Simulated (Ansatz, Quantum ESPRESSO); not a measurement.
# SrO (Fm-3m): phonons by linear response

How does SrO (Fm-3m) vibrate, and is this structure a minimum?

Main program and level: Quantum ESPRESSO 7.5; DFT LDA, scalar-relativistic, plane waves, GBRV ultrasoft pseudopotentials.

The database entry behind the starting cell differs from later determinations by our own check (about 0.5 % short), so it need not match the best structure at ambient conditions.

## Step 1: Starting point

It takes space group Fm-3m (No. 225, cubic). Conventional cell: a = 5.133 Å, b = 5.133 Å, c = 5.133 Å, α = 90.00°, β = 90.00°, γ = 90.00°. Nearest to Sr lie 6 O at 2.57 Å. Nearest to O lie 6 Sr at 2.57 Å. Farther neighbours and most contacts between anions are not listed.

## Step 2: A probe with smearing

A cheap run with smearing and empty bands tells whether the crystal has a gap, which decides between fixed occupations and smearing later on.

probe.in

```
&control
   calculation = 'scf'
   prefix = 'x'
   outdir = './tmp'
   pseudo_dir = './pseudo'
   tprnfor = .true.
   tstress = .true.
   verbosity = 'high'
/
&system
   ibrav = 2
   celldm(1) = 9.69920831
   nat = 2
   ntyp = 2
   ecutwfc = 45.0
   ecutrho = 270.0
   occupations = 'smearing'
   smearing = 'gaussian'
   degauss = 0.01
/
&electrons
   conv_thr = 1.0d-07
   mixing_beta = 0.7
   electron_maxstep = 100
/
ATOMIC_SPECIES
 Sr     87.6200  Sr.upf
 O      15.9990  O.upf
ATOMIC_POSITIONS crystal
 Sr     0.500000000   0.500000000   0.500000000
 O      0.000000000   0.000000000   0.000000000
K_POINTS automatic
 6 6 6 0 0 0
```

Started as:

```bash
$ OMP_NUM_THREADS=1 mpirun -n 2 pw.x -nk 2 -in probe.in > probe.out
```

The log of the run:

```text
[banners, grids, parts of the stress and lines that vanish by symmetry left out]
Program PWSCF v.7.5
     bravais-lattice index     =            2
     lattice parameter (alat)  =       9.6992  a.u.
[...]
kinetic-energy cutoff     =      45.0000  Ry
     charge density cutoff     =     270.0000  Ry
     scf convergence threshold =      1.0E-07
[...]
Exchange-correlation= SLA  PZ   NOGX NOGC
                           (   1   1   0   0   0   0   0)
[...]
48 Sym. Ops., with inversion, found
[...]
(     0          1          0      )
                  (     0          0          1      )
[...]
(  0.0000000  1.0000000  0.0000000 )
                  (  0.0000000  0.0000000  1.0000000 )
[...]
(     1          0         -1      )
                  (     0          0         -1      )
[...]
(  0.0000000 -1.0000000  0.0000000 )
[...]
(     0          1         -1      )
                  (     0          1          0      )
[...]
( -1.0000000  0.0000000  0.0000000 )
                  (  0.0000000  1.0000000  0.0000000 )
[...]
number of k points=    16  Gaussian smearing, width (Ry)=  0.0100
[...]
End of self-consistent calculation
[...]
the Fermi energy is     8.7068 ev
!    total energy              =    -102.77397411 Ry
[...]
convergence has been achieved in  10 iterations
[...]
atom    1 type  1   force =     0.00000000    0.00000000   -0.00000000
     atom    2 type  2   force =    -0.00000000   -0.00000000    0.00000000
[...]
Total force =     0.000000     Total SCF correction =     0.000000
[...]
total   stress  (Ry/bohr**3)                   (kbar)     P=      -37.51
[...]
XML data file, charge density, pseudopotentials, collected wavefunctions

   JOB DONE.
```

The job ended after 3.9 s (2 MPI ranks of AMD EPYC 9R14 (Zen 4), shared host).

This step gave:

```yaml
volume_per_atom: 16.90 Å³
pressure: -3.751 GPa
gap_on_the_k_mesh: 3.159 eV
```

A gap of 3.2 eV opens on this mesh, so the crystal is taken as an insulator; the start stands at -3.8 GPa.

## Step 3: Relaxation

The relaxation runs at a cutoff a fifth above that of the response, since stress converges more slowly with the basis than frequencies do. Forces and stress are brought to rest with tight thresholds.

relax.in

```
&control
   calculation = 'vc-relax'
   prefix = 'x'
   outdir = './tmp'
   pseudo_dir = './pseudo'
   tprnfor = .true.
   tstress = .true.
   forc_conv_thr = 2.0d-05
   etot_conv_thr = 1.0d-07
   nstep = 40
/
&system
   ibrav = 2
   celldm(1) = 9.69920831
   nat = 2
   ntyp = 2
   ecutwfc = 54
   ecutrho = 324.0
   occupations = 'fixed'
   nbnd = 10
/
&electrons
   conv_thr = 1.0d-11
   mixing_beta = 0.7
   electron_maxstep = 100
/
&ions
/
&cell
   press_conv_thr = 0.2
/
ATOMIC_SPECIES
 Sr     87.6200  Sr.upf
 O      15.9990  O.upf
ATOMIC_POSITIONS crystal
 Sr     0.500000000   0.500000000   0.500000000
 O      0.000000000   0.000000000   0.000000000
K_POINTS automatic
 6 6 6 0 0 0
```

Started as:

```bash
$ OMP_NUM_THREADS=1 mpirun -n 2 pw.x -nk 2 -in relax.in > relax.out
```

The log of the run:

```text
[banners, grids, parts of the stress and lines that vanish by symmetry left out]
[banner, memory and clock lines left out]
Program PWSCF v.7.5

[...]
kinetic-energy cutoff     =      54.0000  Ry
     charge density cutoff     =     324.0000  Ry
     scf convergence threshold =      1.0E-11
[...]
energy convergence thresh.=      1.0E-07
     force convergence thresh. =      2.0E-05
     press convergence thresh. =      2.0E-01
     Exchange-correlation= SLA  PZ   NOGX NOGC
                           (   1   1   0   0   0   0   0)
[...]
48 Sym. Ops., with inversion, found
[...]
number of k points=    16
[...]
End of self-consistent calculation
[...]
highest occupied, lowest unoccupied level (ev):     7.6921   10.8504
!    total energy              =    -102.77441944 Ry
[...]
convergence has been achieved in  20 iterations
[...]
atom    1 type  1   force =     0.00000000    0.00000000    0.00000000
     atom    2 type  2   force =    -0.00000000    0.00000000   -0.00000000
     Total force =     0.000000     Total SCF correction =     0.000000
[...]
total   stress  (Ry/bohr**3)                   (kbar)     P=      -38.13
[...]
number of bfgs steps    =   0
[...]
CELL_PARAMETERS (alat=  9.69920831)
[...]
ATOMIC_POSITIONS (crystal)
Sr               0.5000000000        0.5000000000        0.5000000000
O               -0.0000000000       -0.0000000000        0.0000000000
[...]
New effective cutoffs (rho, wfc):  328.21   54.70
[...]
End of self-consistent calculation
[...]
highest occupied, lowest unoccupied level (ev):     7.9125   11.0569
!    total energy              =    -102.77529161 Ry
[...]
convergence has been achieved in   7 iterations
[...]
atom    1 type  1   force =     0.00000000    0.00000000   -0.00000000
     atom    2 type  2   force =    -0.00000000   -0.00000000    0.00000000
     Total force =     0.000000     Total SCF correction =     0.000000
[...]
total   stress  (Ry/bohr**3)                   (kbar)     P=      -20.25
[...]
number of bfgs steps    =   1
[...]
CELL_PARAMETERS (alat=  9.69920831)
[...]
ATOMIC_POSITIONS (crystal)
Sr               0.5000000000        0.5000000000        0.5000000000
O                0.0000000000        0.0000000000       -0.0000000000
[...]
New effective cutoffs (rho, wfc):  332.98   55.50
[...]
End of self-consistent calculation
[...]
highest occupied, lowest unoccupied level (ev):     8.1626   11.2893
!    total energy              =    -102.77559565 Ry
[...]
convergence has been achieved in  11 iterations
[...]
atom    1 type  1   force =     0.00000000   -0.00000000   -0.00000000
     atom    2 type  2   force =     0.00000000   -0.00000000    0.00000000
     Total force =     0.000000     Total SCF correction =     0.000000
[...]
total   stress  (Ry/bohr**3)                   (kbar)     P=        1.58
[...]
number of bfgs steps    =   2
[...]
CELL_PARAMETERS (alat=  9.69920831)
[...]
ATOMIC_POSITIONS (crystal)
[...]
New effective cutoffs (rho, wfc):  332.63   55.44
[...]
End of self-consistent calculation
[...]
highest occupied, lowest unoccupied level (ev):     8.1445   11.2725
!    total energy              =    -102.77559741 Ry
[...]
convergence has been achieved in   7 iterations
[...]
atom    1 type  1   force =     0.00000000    0.00000000    0.00000000
     atom    2 type  2   force =     0.00000000    0.00000000   -0.00000000
     Total force =     0.000000     Total SCF correction =     0.000000
[...]
total   stress  (Ry/bohr**3)                   (kbar)     P=       -0.06
[...]
number of bfgs steps    =   3
[...]
small trust_radius: resetting bfgs history
[...]
CELL_PARAMETERS (alat=  9.69920831)
[...]
ATOMIC_POSITIONS (crystal)
[...]
New effective cutoffs (rho, wfc):  332.64   55.44
[...]
End of self-consistent calculation
[...]
highest occupied, lowest unoccupied level (ev):     8.1448   11.2728
!    total energy              =    -102.77559742 Ry
[...]
convergence has been achieved in   4 iterations
[...]
atom    1 type  1   force =    -0.00000000    0.00000000   -0.00000000
     atom    2 type  2   force =     0.00000000    0.00000000    0.00000000
     Total force =     0.000000     Total SCF correction =     0.000000
[...]
total   stress  (Ry/bohr**3)                   (kbar)     P=       -0.03
[...]
bfgs converged in   5 scf cycles and   4 bfgs steps
[...]
End of BFGS Geometry Optimization
     Final enthalpy           =    -102.7755974157 Ry
     File ./tmp/x.bfgs deleted, as requested
[...]
CELL_PARAMETERS (alat=  9.69920831)
[...]
ATOMIC_POSITIONS (crystal)
Sr               0.5000000000        0.5000000000        0.5000000000
O               -0.0000000000        0.0000000000       -0.0000000000
[...]
Final scf calculation at the relaxed structure.
[...]
kinetic-energy cutoff     =      54.0000  Ry
     charge density cutoff     =     324.0000  Ry
     scf convergence threshold =      1.0E-13
[...]
press convergence thresh. =      2.0E-01
     Exchange-correlation= SLA  PZ   NOGX NOGC
                           (   1   1   0   0   0   0   0)
[...]
48 Sym. Ops., with inversion, found
[...]
number of k points=    16
[...]
c_bands:  1 eigenvalues not converged
[...]
End of self-consistent calculation
[...]
highest occupied, lowest unoccupied level (ev):     8.1447   11.2728
!    total energy              =    -102.77553474 Ry
[...]
convergence has been achieved in  20 iterations
[...]
atom    1 type  1   force =     0.00000000   -0.00000000    0.00000000
     atom    2 type  2   force =    -0.00000000    0.00000000   -0.00000000
     Total force =     0.000000     Total SCF correction =     0.000000
[...]
total   stress  (Ry/bohr**3)                   (kbar)     P=       -0.17
[...]
XML data file, charge density, pseudopotentials, collected wavefunctions
```

The job ended after 21 s (2 MPI ranks; 41 s of CPU time).

Relaxation path:

| step | energy less that of the first step (eV) | largest force (eV/Å) | pressure (GPa) | volume (Å³) |
| --- | --- | --- | --- | --- |
| 1 | 0.0000 | 0.0000 | -3.81 | 33.80 |
| 2 | -0.0119 | 0.0000 | -2.02 | 33.15 |
| 3 | -0.0160 | 0.0000 | 0.16 | 32.44 |
| 4 | -0.0160 | 0.0000 | -0.01 | 32.49 |
| 5 | -0.0160 | 0.0000 | 0.00 | 32.49 |
| 6 | -0.0152 | 0.0000 | -0.02 | 32.49 |

| conventional cell, symmetrised | before | after | change |
| --- | --- | --- | --- |
| a (Å) | 5.133 | 5.065 | -1.3 % |
| b (Å) | 5.133 | 5.065 | -1.3 % |
| c (Å) | 5.133 | 5.065 | -1.3 % |
| volume (Å³/atom) | 16.90 | 16.25 | -3.9 % |

Final coordinates:

```cif
data_structure
_symmetry_space_group_name_H-M 'P 1'
_symmetry_Int_Tables_number 1
_cell_length_a 3.5817
_cell_length_b 3.5817
_cell_length_c 3.5817
_cell_angle_alpha 60.000
_cell_angle_beta 60.000
_cell_angle_gamma 60.000
_cell_volume 32.49
loop_
_atom_site_label
_atom_site_type_symbol
_atom_site_fract_x
_atom_site_fract_y
_atom_site_fract_z
_atom_site_occupancy
Sr1 Sr 0.50000 0.50000 0.50000 1
O2 O 0.00000 0.00000 0.00000 1
```

The last row of the table of steps is pw.x's closing run on a basis chosen anew for the final cell, so its energy can jump.

This step gave:

- volume per atom: 16.25 Å³
- pressure: -0.017 GPa
- gap on the k-mesh: 3.128 eV

The volume changes by -3.9 % from the cell with which this run began.

## Step 4: Ground state

Perturbation theory inherits every error of the wavefunctions, so the threshold is set near the limit of the arithmetic. With a gap, occupations are fixed, which also allows the response to an electric field.

scf.in

```
&control
   calculation = 'scf'
   prefix = 'x'
   outdir = './tmp'
   pseudo_dir = './pseudo'
   tprnfor = .true.
   tstress = .true.
/
&system
   ibrav = 2
   celldm(1) = 9.57200639
   nat = 2
   ntyp = 2
   ecutwfc = 45.0
   ecutrho = 270.0
   occupations = 'fixed'
   nbnd = 10
/
&electrons
   conv_thr = 1.0d-12
   mixing_beta = 0.7
   electron_maxstep = 100
/
ATOMIC_SPECIES
 Sr     87.6200  Sr.upf
 O      15.9990  O.upf
ATOMIC_POSITIONS crystal
 Sr     0.500000000   0.500000000   0.500000000
 O      0.000000000   0.000000000   0.000000000
K_POINTS automatic
 8 8 8 0 0 0
```

Started as:

```bash
$ OMP_NUM_THREADS=1 mpirun -n 2 pw.x -nk 2 -in scf.in > scf.out
```

The log of the run:

```text
[banners, grids, parts of the stress and lines that vanish by symmetry left out]
[banner, memory and clock lines left out]
Program PWSCF v.7.5

[...]
kinetic-energy cutoff     =      45.0000  Ry
     charge density cutoff     =     270.0000  Ry
     scf convergence threshold =      1.0E-12
[...]
Exchange-correlation= SLA  PZ   NOGX NOGC
                           (   1   1   0   0   0   0   0)
[...]
48 Sym. Ops., with inversion, found
[...]
number of k points=    29
[...]
End of self-consistent calculation
[...]
highest occupied, lowest unoccupied level (ev):     8.1445   11.2732
!    total energy              =    -102.77509937 Ry
[...]
convergence has been achieved in  29 iterations
[...]
atom    1 type  1   force =     0.00000000    0.00000000    0.00000000
     atom    2 type  2   force =    -0.00000000   -0.00000000    0.00000000
     Total force =     0.000000     Total SCF correction =     0.000000
[...]
total   stress  (Ry/bohr**3)                   (kbar)     P=        0.37
[...]
XML data file, charge density, pseudopotentials, collected wavefunctions
```

The job ended after 8.2 s (2 MPI ranks; 16 s of CPU time).

This step gave:

| Quantity | Value |
| --- | --- |
| pressure | 0.037 GPa |
| gap on the k-mesh | 3.129 eV |

The cell stands at 0.037 GPa, close enough for phonons.

(Part 1 of 4 ends here.)

[Host names and launcher messages were left out of these logs when they were recorded.]

[Logs are printed without paths, hosts, clocks, repeated set-up lines and the standing remarks that a program may print on its own settings, such as how far it seeks lower states.]

[Hosts, paths, dates, database ids (printed as entryN), source tags and the programs' standing remarks are cut or masked in the printed files.]
